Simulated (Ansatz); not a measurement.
# KBr (Fm-3m): a volume series of phonon spectra, part 4 of 5

Aim: how the vibrations of KBr shift with volume, and the expansion that follows.

Experimental results on record:
- volume expansion coefficient 116.1 1e-6/K and heat capacity C_P per formula unit 52.3 J/mol/K near room temperature (given in “High-Throughput Prediction of Finite-Temperature Properties using the Quasi-Harmonic Approximation”, 2016, arXiv:1603.06924)
- volume expansion coefficient 117.6 1e-6/K near room temperature (given in “Descriptors for thermal expansion in solids”, 2017, arXiv:1701.03966)

Ansatz 0.2.0; DFT LDA, scalar-relativistic, plane waves, PAW.

So far, highest frequency (cm⁻¹): step 6 (phonons, V/V0 1) 172.

## Step 9: Single point at a scaled cell, V/V0 0.985

Symmetry fixes every atom, so a single point at the scaled cell gives the energy and pressure of this member.

The cell differs from the one that the last finished run ended in (a 4.528 → 4.483 Å, b 4.528 → 4.483 Å, c 4.528 → 4.483 Å).

File input.yaml:

```yaml
crystal:
  lattice:
    - [0.0, 3.1697752537, 3.1697752537]
    - [3.1697752537, 0.0, 3.1697752537]
    - [3.1697752537, 3.1697752537, 0.0]
  atoms:
    - { symbol: K, position: [0.0, 0.0, 0.0] }
    - { symbol: Br, position: [0.5, 0.5, 0.5] }
kpoints:
  mp_grid: { grid: [8, 8, 8] }
hamiltonian:
  xc: lda
scf:
  occupations: { method: fixed }
output:
  forces: true
  stress: true
  eigenvalues: true
```

The run is started by

```
ansatz run input.yaml --threads 4 --pin off --max-ram 8192MiB --backend cpu --events-out ev --progress --plain --runs-dir out
```

Numbers of over 12 decimals in the logs are rounded to 6 here.

The program printed:

```text
[...]
Crystal: 2 atoms, lattice volume = 63.696 Å³
Basis set: ecut = 420 eV, 1243 PW (Γ)
Bands: 12, of which v1, the nominal top of the filled ones, is band 8 counted from 1 (7 counted from 0)
Symmetry: 48 space group operations
[...]
k-points: 29 of 512
[...]
P = ⅓ Tr σ = 0.3184 GPa (3.184 kbar)
--- Band table (eV; the first three rows and the last of 29) ---
  k-point 0: bands = [... 4 lower, -9.2482, 1.6745, 1.6745, 1.6745, 6.0408, 9.0219, 9.0219, 9.0219]
  k-point 1: bands = [... 4 lower, -9.2002, 1.3757, 1.5990, 1.5990, 6.5026, 8.9197, 9.2321, 9.2321]
  k-point 2: bands = [... 4 lower, -9.0900, 0.7972, 1.4270, 1.4270, 7.4194, 9.0003, 9.8184, 9.8184]
  k-point 28: bands = [... 4 lower, -9.1332, 0.9552, 0.9552, 0.9631, 8.8829, 8.8829, 10.1055, 10.8961]
[key lines of the parts left out:]
SCF converged after 6 iterations
Free energy (F): -4193.637011 eV
Fermi energy:    1.674495 eV
```

Elapsed: 0.43 s, on 4 threads of Intel Xeon Platinum 8375C at 2.90GHz (Ice Lake), shared host; peak memory 0.34 GiB; 1.2 s of CPU time.

The run ends at a pressure of 0.32 GPa.

## Step 10: Phonons, V/V0 0.985

Phonons at this volume give one point of F(V, T); meshes stay fixed along the series.

input.yaml, the sections that differ from step 9:

```yaml
output:
  eigenvalues: true
phonons:
  method: dfpt
  dielectric: true
  rigid_motions: translations
  qmesh: [4, 4, 4]
  temperatures: { t_max: 1000, t_step: 50 }
  qpath:
    path:
      - [[0.0, 0.0, 0.0], [0.5, 0.0, 0.5], [0.625, 0.25, 0.625]]
      - [[0.375, 0.375, 0.75], [0.0, 0.0, 0.0], [0.5, 0.5, 0.5], [0.5, 0.25, 0.75], [0.5, 0.0, 0.5]]
    npoints: 10
# crystal, kpoints, hamiltonian, scf: as in step 9
```

The program printed:

```text
[...]
Crystal: 2 atoms, lattice volume = 63.696 Å³
Basis set: ecut = 420 eV, 1243 PW (Γ), exchange–correlation on 60×60×60 points (8 copies of the dense FFT grid, shifted against one another)
Bands: 12, of which v1, the nominal top of the filled ones, is band 8 counted from 1 (7 counted from 0)
Symmetry: 48 space group operations
k-points: 59 of 512 (irreducible under 8 space group operations, time reversal used)
[...]
optical modes at Γ + LO–TO along q̂ = [0.0000, 1.0000, 0.0000]:
      ω (cm⁻¹)  modes    IR ((D/Å)²/amu)
        134.44      2             2.1191
        175.61      1             1.0596
  optical modes at Γ + LO–TO along q̂ = [0.0000, 0.0000, 1.0000]:
      ω (cm⁻¹)  modes    IR ((D/Å)²/amu)
        134.44      2             2.1191
        175.61      1             1.0596
--- Phonons (arbitrary-q DFPT): 8 irreducible q on the 4×4×4 mesh ---
[...]
interpolated dispersion: 63 rows × 6 modes
[...]
[key lines of the parts left out:]
SCF converged after 8 iterations
Free energy (F): -4193.637009 eV
Fermi energy:    1.674398 eV
```

Wall time 56 s (4 threads); peak memory 1.1 GiB; 3.5 min of CPU time.

LO-TO term included. The phonon branches at the labelled points (cm⁻¹):

| point | branch 1 | branch 2 | branch 3 | branch 4 | branch 5 | branch 6 |
| --- | --- | --- | --- | --- | --- | --- |
| Γ | 0 | 0 | 0 | 134 | 134 | 176 |
| halfway | 28 | 28 | 91 | 137 | 137 | 144 |
| X | 39 | 39 | 69 | 140 | 140 | 147 |
| halfway | 45 | 51 | 68 | 137 | 140 | 146 |
| U | 60 | 64 | 74 | 131 | 140 | 145 |
| jump to K | 60 | 64 | 74 | 131 | 140 | 145 |
| halfway | 36 | 71 | 81 | 118 | 138 | 158 |
| Γ | 0 | 0 | 0 | 134 | 134 | 176 |
| halfway | 52 | 52 | 65 | 127 | 127 | 169 |
| L | 82 | 82 | 99 | 114 | 114 | 158 |
| halfway | 70 | 71 | 90 | 121 | 132 | 149 |
| W | 58 | 58 | 87 | 125 | 143 | 143 |
| halfway | 45 | 63 | 66 | 134 | 141 | 146 |
| X | 39 | 39 | 69 | 140 | 140 | 147 |

The phonon branches as a text plot (rows in cm⁻¹):

```
    172 |***                      ***********
    165 |   *                    *           **
    157 |    **                 *              ******
    150 |            **        *                     ***       **
    143 |      *  **************                        *********
    135 |***********   ***      ***********           **     ***
    128 |                 **      ***      ***       *   ****
    121 |                   *   **            **   ******
    113 |                    ***                ****
    106 |
     99 |       *            **                 ****
     91 |      * *          *  *               *    *****
     84 |         **       * ** *             *  **      ***
     77 |    **           * *  *             * **  ***      *
     70 |           ****** *    **            *       **     ****
     62 |   *           ****     *          **          *  ***
     55 |                *  *     **       **            ***  *
     48 |              **    **   **                        ** *
     40 |  *      *****        *    *     **                  ***
     33 |       **              *   *     *
     26 |    ***                 *       *
     18 | * *                     ****   *
     11 |  *                         *  *
      4 |**                           **
         Γ           X  U|K            Γ         L        W     X
```

No mode is imaginary beyond numerical noise at the solved wavevectors. The highest zone-centre mode (no LO–TO term) moved by +3.5 % for a volume change of -1.5 %.

## Step 11: Single point at a scaled cell, V/V0 1.03

Symmetry fixes every atom, so a single point at the scaled cell gives the energy and pressure of this member.

The cell differs from the one that the last finished run ended in (a 4.483 → 4.550 Å, b 4.483 → 4.550 Å, c 4.483 → 4.550 Å).

input.yaml, the sections that differ from step 10:

```yaml
crystal:
  lattice:
    - [0.0, 3.2173289634, 3.2173289634]
    - [3.2173289634, 0.0, 3.2173289634]
    - [3.2173289634, 3.2173289634, 0.0]
  atoms:
    - { symbol: K, position: [0.0, 0.0, 0.0] }
    - { symbol: Br, position: [0.5, 0.5, 0.5] }
output:
  forces: true
  stress: true
  eigenvalues: true
  write_density: true
  write_potential: true
  elf: true
  volumetric_format: npy
# kpoints, hamiltonian, scf: as in step 10
# phonons: removed
```

The program printed:

```text
[...]
Crystal: 2 atoms, lattice volume = 66.606 Å³
Basis set: ecut = 420 eV, 1291 PW (Γ)
Bands: 12, of which v1, the nominal top of the filled ones, is band 8 counted from 1 (7 counted from 0)
Symmetry: 48 space group operations
[...]
k-points: 29 of 512
[...]
P = ⅓ Tr σ = -0.5561 GPa (-5.561 kbar)
--- Band table (eV; the first three rows and the last of 29) ---
  k-point 0: bands = [... 4 lower, -9.6651, 1.3295, 1.3295, 1.3295, 5.5646, 8.6871, 8.6871, 8.6871]
  k-point 1: bands = [... 4 lower, -9.6226, 1.0522, 1.2621, 1.2621, 6.0066, 8.5789, 8.8881, 8.8881]
  k-point 2: bands = [... 4 lower, -9.5252, 0.5133, 1.1081, 1.1081, 6.9152, 8.6103, 9.4491, 9.4491]
  k-point 28: bands = [... 4 lower, -9.5641, 0.6481, 0.6481, 0.6750, 8.5021, 8.5021, 9.5893, 10.3650]
[key lines of the parts left out:]
SCF converged after 6 iterations
Free energy (F): -4193.634485 eV
Fermi energy:    1.329473 eV
```

The job ended after 0.53 s (4 threads; peak memory 0.38 GiB).

The run ends at a pressure of -0.56 GPa.

## Step 12: Phonons, V/V0 1.03

The same q-mesh and k-mesh are kept at every volume, so that much of their error can cancel in the differences.

input.yaml, the sections that differ from step 11:

```yaml
output:
  eigenvalues: true
phonons:
  method: dfpt
  dielectric: true
  rigid_motions: translations
  qmesh: [4, 4, 4]
  temperatures: { t_max: 1000, t_step: 50 }
  qpath:
    path:
      - [[0.0, 0.0, 0.0], [0.5, 0.0, 0.5], [0.625, 0.25, 0.625]]
      - [[0.375, 0.375, 0.75], [0.0, 0.0, 0.0], [0.5, 0.5, 0.5], [0.5, 0.25, 0.75], [0.5, 0.0, 0.5]]
    npoints: 10
# crystal, kpoints, hamiltonian, scf: as in step 11
```

The program printed:

```text
[...]
Crystal: 2 atoms, lattice volume = 66.606 Å³
Basis set: ecut = 420 eV, 1291 PW (Γ), exchange–correlation on 64×64×64 points (8 copies of the dense FFT grid, shifted against one another)
Bands: 12, of which v1, the nominal top of the filled ones, is band 8 counted from 1 (7 counted from 0)
Symmetry: 48 space group operations
k-points: 59 of 512 (irreducible under 8 space group operations, time reversal used)
[...]
optical modes at Γ + LO–TO along q̂ = [0.0000, 1.0000, 0.0000]:
      ω (cm⁻¹)  modes    IR ((D/Å)²/amu)
        121.26      2             2.1593
        165.57      1             1.0797
  optical modes at Γ + LO–TO along q̂ = [0.0000, 0.0000, 1.0000]:
      ω (cm⁻¹)  modes    IR ((D/Å)²/amu)
        121.26      2             2.1593
        165.57      1             1.0797
--- Phonons (arbitrary-q DFPT): 8 irreducible q on the 4×4×4 mesh ---
[...]
interpolated dispersion: 63 rows × 6 modes
[...]
[key lines of the parts left out:]
SCF converged after 8 iterations
Free energy (F): -4193.634485 eV
Fermi energy:    1.329355 eV
```

Wall time 55 s (4 threads); peak memory 1.2 GiB.

No mode is imaginary beyond numerical noise at the solved wavevectors. The highest zone-centre mode (no LO–TO term) moved by -6.7 % for a volume change of +3.0 %.

## Step 13: Single point at a scaled cell, V/V0 0.97

Symmetry fixes every atom, so a single point at the scaled cell gives the energy and pressure of this member.

The cell differs from the one that the last finished run ended in (a 4.550 → 4.460 Å, b 4.550 → 4.460 Å, c 4.550 → 4.460 Å).

input.yaml, the sections that differ from step 12:

```yaml
crystal:
  lattice:
    - [0.0, 3.1536026496, 3.1536026496]
    - [3.1536026496, 0.0, 3.1536026496]
    - [3.1536026496, 3.1536026496, 0.0]
  atoms:
    - { symbol: K, position: [0.0, 0.0, 0.0] }
    - { symbol: Br, position: [0.5, 0.5, 0.5] }
output:
  forces: true
  stress: true
  eigenvalues: true
# kpoints, hamiltonian, scf: as in step 12
# phonons: removed
```

The program printed:

```text
[...]
Crystal: 2 atoms, lattice volume = 62.726 Å³
Basis set: ecut = 420 eV, 1243 PW (Γ)
Bands: 12, of which v1, the nominal top of the filled ones, is band 8 counted from 1 (7 counted from 0)
Symmetry: 48 space group operations
[...]
k-points: 29 of 512
[...]
P = ⅓ Tr σ = 0.6664 GPa (6.664 kbar)
--- Band table (eV; the first three rows and the last of 29) ---
  k-point 0: bands = [... 4 lower, -9.1020, 1.7978, 1.7978, 1.7978, 6.2112, 9.1398, 9.1398, 9.1398]
  k-point 1: bands = [... 4 lower, -9.0518, 1.4914, 1.7192, 1.7192, 6.6798, 9.0398, 9.3532, 9.3532]
  k-point 2: bands = [... 4 lower, -8.9368, 0.8987, 1.5407, 1.5407, 7.5975, 9.1396, 9.9483, 9.9483]
  k-point 28: bands = [... 4 lower, -8.9816, 1.0655, 1.0655, 1.0658, 9.0169, 9.0169, 10.2868, 11.0829]
[key lines of the parts left out:]
SCF converged after 6 iterations
Free energy (F): -4193.634045 eV
Fermi energy:    1.797790 eV
```

Run time: 0.43 s. Hardware: 4 threads; peak memory 0.36 GiB; 1.2 s of CPU time.

The run ends at a pressure of 0.67 GPa.

## Step 14: Phonons, V/V0 0.97

The same q-mesh and k-mesh are kept at every volume, so that much of their error can cancel in the differences.

input.yaml, the sections that differ from step 13:

```yaml
output:
  eigenvalues: true
phonons:
  method: dfpt
  dielectric: true
  rigid_motions: translations
  qmesh: [4, 4, 4]
  temperatures: { t_max: 1000, t_step: 50 }
  qpath:
    path:
      - [[0.0, 0.0, 0.0], [0.5, 0.0, 0.5], [0.625, 0.25, 0.625]]
      - [[0.375, 0.375, 0.75], [0.0, 0.0, 0.0], [0.5, 0.5, 0.5], [0.5, 0.25, 0.75], [0.5, 0.0, 0.5]]
    npoints: 10
# crystal, kpoints, hamiltonian, scf: as in step 13
```

The program printed:

```text
[...]
Crystal: 2 atoms, lattice volume = 62.726 Å³
Basis set: ecut = 420 eV, 1243 PW (Γ), exchange–correlation on 60×60×60 points (8 copies of the dense FFT grid, shifted against one another)
Bands: 12, of which v1, the nominal top of the filled ones, is band 8 counted from 1 (7 counted from 0)
Symmetry: 48 space group operations
k-points: 59 of 512 (irreducible under 8 space group operations, time reversal used)
[...]
optical modes at Γ + LO–TO along q̂ = [0.0000, 1.0000, 0.0000]:
      ω (cm⁻¹)  modes    IR ((D/Å)²/amu)
        139.05      2             2.1052
        179.21      1             1.0526
  optical modes at Γ + LO–TO along q̂ = [0.0000, 0.0000, 1.0000]:
      ω (cm⁻¹)  modes    IR ((D/Å)²/amu)
        139.05      2             2.1052
        179.21      1             1.0526
--- Phonons (arbitrary-q DFPT): 8 irreducible q on the 4×4×4 mesh ---
[...]
interpolated dispersion: 63 rows × 6 modes
[...]
[key lines of the parts left out:]
SCF converged after 8 iterations
Free energy (F): -4193.634044 eV
Fermi energy:    1.797694 eV
```

It took 55 s on 4 threads; peak memory 1.1 GiB.

LO-TO term included. Phonon branches along the path, in cm⁻¹:

| point | branch 1 | branch 2 | branch 3 | branch 4 | branch 5 | branch 6 |
| --- | --- | --- | --- | --- | --- | --- |
| Γ | 0 | 0 | 0 | 139 | 139 | 179 |
| halfway | 28 | 28 | 94 | 142 | 142 | 147 |
| X | 38 | 38 | 68 | 144 | 144 | 152 |
| halfway | 45 | 51 | 67 | 142 | 145 | 152 |
| U | 61 | 63 | 74 | 135 | 145 | 150 |
| jump to K | 61 | 63 | 74 | 135 | 145 | 150 |
| halfway | 35 | 73 | 83 | 122 | 143 | 161 |
| Γ | 0 | 0 | 0 | 139 | 139 | 179 |
| halfway | 54 | 54 | 67 | 132 | 132 | 172 |
| L | 85 | 85 | 102 | 118 | 118 | 161 |
| halfway | 71 | 72 | 92 | 125 | 137 | 153 |
| W | 57 | 57 | 90 | 128 | 148 | 148 |
| halfway | 44 | 64 | 66 | 139 | 146 | 151 |
| X | 38 | 38 | 68 | 144 | 144 | 152 |

The phonon branches as a text plot (rows in cm⁻¹):

```
    175 |***                      ***********
    168 |   *                    *           **
    161 |                       *              ******
    153 |    **     *******    *                     ****   *****
    146 |      *******************                      *********
    138 |****** *       ***       *********           **     **
    131 |                  *     ***       ***      **  *****
    123 |                   *   *             **  ******
    116 |                    ***                ***
    108 |
    101 |       *            **                 ****
     93 |      * *          *  *               *    *****
     86 |                  * ** *             * ****     ***
     78 |    **   **        *  *             * *    **      *
     71 |           ***  ***    **            *       **     * **
     63 |   *          ****      *          **         **   ***
     56 |                * **     **       **            ***  *
     49 |              **    **   **                        **
     41 |  *         **        *    *     **                  ***
     34 |       *****           *   *     *
     26 | *  ***                 *       *
     19 |   *                     ** *
     11 |  *                        *   *
      4 |**                          ***
         Γ           X  U|K            Γ         L        W     X
```

No mode is imaginary beyond numerical noise at the solved wavevectors. The highest zone-centre mode (no LO–TO term) moved by +7.0 % for a volume change of -3.0 %.

## Step 15: Single point at a scaled cell, V/V0 1.05

Symmetry fixes every atom, so a single point at the scaled cell gives the energy and pressure of this member.

The cell differs from the one that the last finished run ended in (a 4.460 → 4.579 Å, b 4.460 → 4.579 Å, c 4.460 → 4.579 Å).

input.yaml, the sections that differ from step 14:

```yaml
crystal:
  lattice:
    - [0.0, 3.2380197505, 3.2380197505]
    - [3.2380197505, 0.0, 3.2380197505]
    - [3.2380197505, 3.2380197505, 0.0]
  atoms:
    - { symbol: K, position: [0.0, 0.0, 0.0] }
    - { symbol: Br, position: [0.5, 0.5, 0.5] }
output:
  forces: true
  stress: true
  eigenvalues: true
# kpoints, hamiltonian, scf: as in step 14
# phonons: removed
```

The program printed:

```text
[...]
Crystal: 2 atoms, lattice volume = 67.900 Å³
Basis set: ecut = 420 eV, 1363 PW (Γ)
Bands: 12, of which v1, the nominal top of the filled ones, is band 8 counted from 1 (7 counted from 0)
Symmetry: 48 space group operations
[...]
k-points: 29 of 512
[...]
P = ⅓ Tr σ = -0.8749 GPa (-8.749 kbar)
--- Band table (eV; the first three rows and the last of 29) ---
  k-point 0: bands = [... 4 lower, -9.8405, 1.1872, 1.1872, 1.1872, 5.3684, 8.5466, 8.5466, 8.5466]
  k-point 1: bands = [... 4 lower, -9.8001, 0.9187, 1.1230, 1.1230, 5.8019, 8.4361, 8.7439, 8.7439]
  k-point 2: bands = [... 4 lower, -9.7076, 0.3963, 0.9761, 0.9761, 6.7049, 8.4490, 9.2942, 9.2942]
  k-point 28: bands = [... 4 lower, -9.7448, 0.5221, 0.5221, 0.5559, 8.3424, 8.3424, 9.3724, 10.1422]
[key lines of the parts left out:]
SCF converged after 6 iterations
Free energy (F): -4193.628682 eV
Fermi energy:    1.187153 eV
```

It took 0.43 s on 4 threads; peak memory 0.37 GiB.

The run ends at a pressure of -0.87 GPa.

(Part 4 of 5 ends here.)

[Logs are printed without paths, hosts, clocks, repeated set-up lines and the standing remarks that a program may print on its own settings, such as how far it seeks lower states.]

[Hosts, paths, dates, database ids (printed as entryN), source tags and the programs' standing remarks are cut or masked in the printed files.]

[A step with changed settings may run another functional than the one named; its input shows which.]

[Of the runs on displaced cells, only some may be shown.]
